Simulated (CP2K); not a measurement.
Two runs for the C K edge of trimethylamine. Run A: CP2K XAS_TDP, all-electron GAPW, PBEh(45%), aug-cc-pVDZ, TDA, no relativity. Run B differs in one setting.

First lines with a strength over 0.0015. A:

| atom | energy (eV) | states | strength, one atom |
| --- | --- | --- | --- |
| C1 (bonded to N and 3 H), 3 alike | 284.17 | 1 | 0.0092 |
|  | 284.99 | 1 | 0.0200 |
|  | 285.04 | 1 | 0.0202 |
|  | 285.28 | 1 | 0.0028 |
|  | 285.56 | 1 | 0.0098 |

B:

| atom | energy (eV) | states | strength, one atom |
| --- | --- | --- | --- |
| C1 (bonded to N and 3 H), 3 alike | 277.65 | 1 | 0.0035 |
|  | 278.42 | 1 | 0.0056 |
|  | 278.44 | 1 | 0.0017 |
|  | 278.53 | 1 | 0.0058 |
|  | 278.97 | 1 | 0.0053 |

Question: Which was it: scalar relativity switched on, GW2X switched on, the functional, the basis?

The functional (functional from PBEh(45%) to PBE0; the lines alone don't name the new value). A functional moves all lines by electronvolts and changes their spacings and strengths. Against PBEh(45%) in aug-cc-pVDZ, the leading line moves by -6.52 eV, to 277.65 eV; the strength of C1's goes from 0.0092 to 0.0035, so the two may not be the same state.

[Hosts, paths, dates, database ids (printed as entryN), source tags and the programs' standing remarks are cut or masked in the printed files.]
